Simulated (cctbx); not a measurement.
# Interatomic vectors of PrAl4Os8

Space group I4/mmm (no. 139), a = 9.0710 Å, b = 9.0710 Å, c = 5.0480 Å, α = 90.00°, β = 90.00°, γ = 90.00°, content Os16 Pr2 Al8.

The data are simulated with cctbx, not measured: Mo Kα, λ = 0.71073 Å, to d = 0.75 Å, 70 % of the full sphere, strongest reflection 40000 counts, noise from counting, a 2 % proportional error and a noise floor of 8 counts (s.d.); no absorption.

Patterson synthesis, origin scaled to 1000:

```text
Patterson group I 4/m m m
      u       v       w   height  length (A)
  0.000   0.000   0.000   1000.0     0.00
  0.136   0.136   0.500    237.1     3.07
  0.000   0.134   0.500    223.1     2.80
  0.135   0.270   0.000    215.5     2.74
  0.000   0.405   0.500    211.7     4.46
  0.230   0.230   0.000    198.3     2.94
  0.000   0.362   0.000    156.7     3.28
  0.000   0.228   0.500    143.0     3.26
  0.000   0.282   0.000    118.9     2.56
  0.000   0.500   0.000    115.0     4.54
  0.000   0.245   0.264     36.4     2.59
  0.115   0.249   0.231     15.4     2.75
  0.250   0.250   0.250      7.0     3.45
  0.061   0.061   0.357      6.3     1.96
```

**Question.** Which atom pairs make the peaks, and where is the heaviest atom?

A peak at u stands for all pairs with xi − xj = u, with weight Σ ZiZj against Σ Z² = 100730 at the origin. Peak heights follow these weights only roughly, since form factors, motion and series ripples differ, all vectors within 0.55 Å of a peak are counted as merged into it though the farther ones add only part of their weight, and F(000) is left out, which lowers the whole map:

| u | v | w | shortest length (Å) | height | 1000 ΣZiZj/ΣZ² | pairs in the cell |
| --- | --- | --- | --- | --- | --- | --- |
| 0.136 | 0.136 | 0.500 | 3.07 | 237 | 229 | 4 × Os–Os |
| 0.000 | 0.134 | 0.500 | 2.80 | 223 | 229 | 4 × Os–Os |
| 0.135 | 0.270 | 0.000 | 2.74 | 216 | 229 | 4 × Os–Os |
| 0.000 | 0.405 | 0.500 | 4.46 | 212 | 229 | 4 × Os–Os |
| 0.230 | 0.230 | 0.000 | 2.95 | 198 | 229 | 4 × Os–Os |
| 0.000 | 0.362 | 0.000 | 3.28 | 157 | 178 | 4 × Os–Pr |
| 0.000 | 0.228 | 0.500 | 3.26 | 143 | 178 | 4 × Os–Pr |
| 0.000 | 0.282 | 0.000 | 2.56 | 119 | 115 | 2 × Os–Os |
| 0.000 | 0.500 | 0.000 | 4.54 | 115 | 243 | 4 × Os–Os, 8 × Al–Al |

The table stops at ten peaks or at a height of 45, below which ripples compete. In the model behind the data Os, the heaviest element, has 2 independent sites: (0.2712, 1/2, 0) and (0.8630, 1/2, 1/2), up to an allowed shift of origin; the Os–Os vectors are differences of these positions and their symmetry mates. The whole model:

```csv
atom,mult.,x,y,z,Ueq (Å²)
Os1,8,0.2712,1/2,0,0.0160
Os2,8,0.8630,1/2,1/2,0.0104
Pr1,2,0,0,0,0.0131
Al1,8,1/4,3/4,3/4,0.0188
```

The model is made up (kin elements in a known structure type, no relaxation), so it says nothing on whether the phase exists.

[Logs are printed without paths, hosts, clocks, repeated set-up lines and the standing remarks that a program may print on its own settings, such as how far it seeks lower states.]
